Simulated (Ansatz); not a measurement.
# Stretching the linear Sn chain, part 3 of 3

Wanted: energy, moment and open channels of the linear Sn chain from 12 % compression to 30 % stretch.

Ansatz 0.2.0; DFT PBEsol, plane waves, PAW; relaxation of a chain's period (the session's first sound run).

So far, conductance of the lead as this run defines it (G₀): 3.00 in steps 3, 5, 6, 7 and 8.

### Step 9. At a set period, period over the relaxed period 1.13, k-mesh 1×1×27 (continued)

Level of this step: DFT PBEsol, plane waves, PAW; channels and complex bands of a perfect chain (Ansatz).

Table of open channels of the lead by energy, zero at the Fermi level:

```tsv
energy (eV)	spin up	spin down
-2.00	1	1
-1.90	1	1
-1.79	1	1
-1.69	1	1
-1.58	1	1
-1.48	1	1
-1.37	1	1
-1.23	1	1
-1.12	1	1
-1.02	1	1
-0.92	1	1
-0.81	1	1
-0.70	1	1
-0.60	1	1
-0.49	3	3
-0.39	3	3
-0.28	3	3
-0.18	3	3
-0.07	3	3
-0.01	3	3
0.07	3	3
0.17	3	3
0.28	3	3
0.38	3	3
0.48	3	3
0.59	3	3
0.69	3	3
0.80	3	3
0.91	3	3
1.01	3	3
1.11	3	3
1.22	3	3
1.36	3	3
1.47	3	3
1.57	3	3
1.68	3	3
1.78	3	3
1.89	3	3
1.99	3	3
```

At the computed energy nearest the Fermi level there are 3 spin-up and 3 spin-down channels, and the thermal average gives 3.00 G₀. The change of length costs 0.213 eV a cell and leaves no moment.

### Step 10. The chain at a fixed length, period over the relaxed period 1.2, k-mesh 1×1×25

The period is set to 1.2 times the relaxed one: longer bonds narrow the bands.

The cell differs from the one that the last finished run ended in (c 3.046 → 3.235 Å).

input.yaml reads:

```yaml
crystal:
  lattice:
    - [7.5, 0.0, 0.0]
    - [0.0, 7.5, 0.0]
    - [0.0, 0.0, 3.2345930326]
  atoms:
    - { symbol: Sn, position: [0.5, 0.5, 0.0], spin: 0.5 }
magnetization:
  spin_polarized: true
kpoints:
  mp_grid: { grid: [1, 1, 25] }
scf:
  occupations: { method: fermi_dirac, width: 0.05 }
hamiltonian:
  xc: pbesol
output:
  transmission:
    e_range: [-2, 2]
    de: 0.035
    kmesh: [1, 1]
    reduced_basis: true
    leads: [[0, 0]]
  stress: true
```

Launch:

```bash
$ ansatz run input.yaml --threads 4 --pin off --max-ram 8192MiB --backend cpu --events-out ev --progress --plain --runs-dir out
```

Numbers of over 12 decimals in the logs are rounded to 6 here.

The log of the run:

```text
[...]
Crystal: 1 atoms, lattice volume = 181.946 Å³
Basis set: ecut = 420 eV, 3563 PW (Γ)
Bands: 12, of which v1, the nominal top of the filled ones, is band 7 counted from 1 (6 counted from 0)
Symmetry: 16 space group operations
[...]
k-points: 13 of 25
[...]
Starting moments: Σ|m| = 0.5 μB on 1 of 1 site
[...]
--- Transmission ---
  basis      : 497 plane waves across, 4 finite elements along
  points     : 1, standing for a mesh of 1 x 1
[...]
crystal 0  : Sn1, at the sites [0, 0], period 3.2346 Å: whole cells are its period
[...]
filled         : 12.0 meV over the level at which it is neutral
    channels       : 3.000000e0 up, 3.000000e0 down
[...]
[key lines of the parts left out:]
SCF converged after 15 iterations
Magnetization: -0.0000 μB (7.0000 up, 7.0000 down)
Free energy (F): -5947.776063 eV
Fermi energy:    -1.915914 eV
P = ⅓ Tr σ = -1.0953 GPa (-10.953 kbar)
```

Run time: 16 s. Hardware: 4 threads of Arm Neoverse V1, shared host; peak memory 0.41 GiB; 57 s of CPU time.

At the computed energy nearest the Fermi level there are 3 spin-up and 3 spin-down channels, and the thermal average gives 3.00 G₀. The change of length costs 0.440 eV a cell and leaves no moment.

### Step 11. At a set period, period over the relaxed period 1.3, k-mesh 1×1×23

The period is set to 1.3 times the relaxed one: longer bonds narrow the bands.

The cell differs from the one that the last finished run ended in (c 3.235 → 3.504 Å).

Edit input.yaml of step 10 so:

```diff
@@ -4,3 +4,3 @@
     - [0.0, 7.5, 0.0]
-    - [0.0, 0.0, 3.2345930326]
+    - [0.0, 0.0, 3.504142452]
   atoms:
@@ -10,3 +10,3 @@
 kpoints:
-  mp_grid: { grid: [1, 1, 25] }
+  mp_grid: { grid: [1, 1, 23] }
 scf:
```

The log of the run:

```text
[...]
Crystal: 1 atoms, lattice volume = 197.108 Å³
Basis set: ecut = 420 eV, 3843 PW (Γ)
Bands: 12, of which v1, the nominal top of the filled ones, is band 7 counted from 1 (6 counted from 0)
Symmetry: 16 space group operations
[...]
k-points: 12 of 23
[...]
Starting moments: Σ|m| = 0.5 μB on 1 of 1 site
[...]
--- Transmission ---
  basis      : 497 plane waves across, 5 finite elements along
  points     : 1, standing for a mesh of 1 x 1
[...]
crystal 0  : Sn1, at the sites [0, 0], period 3.5041 Å: whole cells are its period
[...]
filled         : 28.2 meV under the level at which it is neutral
    channels       : 3.000000e0 up, 1.000000e0 down
[...]
[key lines of the parts left out:]
SCF converged after 36 iterations
Magnetization: 1.2671 μB (7.6336 up, 6.3664 down)
Free energy (F): -5947.446922 eV
Fermi energy:    -1.704856 eV
P = ⅓ Tr σ = -0.8027 GPa (-8.027 kbar)
```

Wall time 22 s (4 threads); peak memory 0.43 GiB; 79 s of CPU time.

The open channels of the lead by energy, zero at the Fermi level:

```tsv
energy (eV)	spin up	spin down
-2.00	0	0
-1.90	1	0
-1.79	1	0
-1.69	1	0
-1.58	1	0
-1.48	1	0
-1.37	1	1
-1.23	1	1
-1.12	1	1
-1.02	1	1
-0.92	1	1
-0.81	3	1
-0.70	3	1
-0.60	3	1
-0.49	3	1
-0.39	3	1
-0.28	3	1
-0.18	3	1
-0.07	3	1
-0.01	3	1
0.07	3	1
0.17	3	3
0.28	3	3
0.38	3	3
0.48	3	3
0.59	3	3
0.69	3	3
0.80	1	3
0.91	1	3
1.01	1	3
1.11	1	3
1.22	1	3
1.36	1	3
1.47	1	3
1.57	1	3
1.68	1	3
1.78	1	3
1.89	1	1
1.99	1	1
```

At the computed energy nearest the Fermi level there are 3 spin-up and 1 spin-down channels, and the thermal average gives 2.01 G₀. The change of length costs 0.767 eV a cell and leaves an absolute moment of 1.27 μB a cell.

For the conductance of the lead as this run defines it, step 3 gave 3.00 G₀; this run, with period over the relaxed period 1.3 and k-mesh 1×1×23, gives 2.01 G₀ (-33 %).

### Step 12. Side by side

Times are for 4 threads of Arm Neoverse V1, shared host. Results by setting:

```tsv
no.	period over the relaxed period	conductance of the lead as this run defines it (G₀)	absolute moment (μB)	energy at zero smearing less the lowest (eV)	time	memory (GiB)
1	0.88	3.000	0	0.5244	22 s	0.45
2	0.92	3.000	0	0.2208	34 s	0.5
3	0.96	3.000	0	0.04912	23 s	0.49
4	1	3.000	0	0	23 s	0.49
5	1.04	3.000	0	0.02618	16 s	0.41
6	1.08	3.000	0	0.08951	15 s	0.41
7	1.13	3.000	0	0.2134	17 s	0.42
8	1.2	3.000	0	0.4397	16 s	0.41
9	1.3	2.008	1.274	0.7672	22 s	0.43
```

### Step 13. Summary of results

| Property | Result |
| --- | --- |
| relaxed cell length | 2.695 Å |
| conductance at period × 0.88 | 3.00 G₀ |
| conductance at period × 1.0 | 3.00 G₀ |
| conductance at period × 1.13 | 3.00 G₀ |
| conductance at period × 1.3 | 2.01 G₀ |
| absolute moment at period × 0.88 | 0 μB |
| absolute moment at period × 1.0 | 0 μB |
| absolute moment at period × 1.3 | 1.27 μB |

**Reading.** In these runs no moment survives at the shortest period, and one is present from a factor of 1.3 on: longer bonds narrow the bands, which favours exchange splitting. The conductance goes from 3.00 G₀ at the shortest period to 2.01 G₀ at the longest, while the magnetic state changes too. Transport is coherent and elastic here: the atoms are frozen, so scattering by vibrations plays no part. No search over magnetic orders was made; another may lie lower. For the perfect chain only parallel moments were started; its antiparallel and spiral orders were not tested. The lead's cell of one atom keeps the chain straight and evenly spaced; a zigzag or dimerised form may lie lower.

[Logs are printed without paths, hosts, clocks, repeated set-up lines and the standing remarks that a program may print on its own settings, such as how far it seeks lower states.]

[Hosts, paths, dates, database ids (printed as entryN), source tags and the programs' standing remarks are cut or masked in the printed files.]
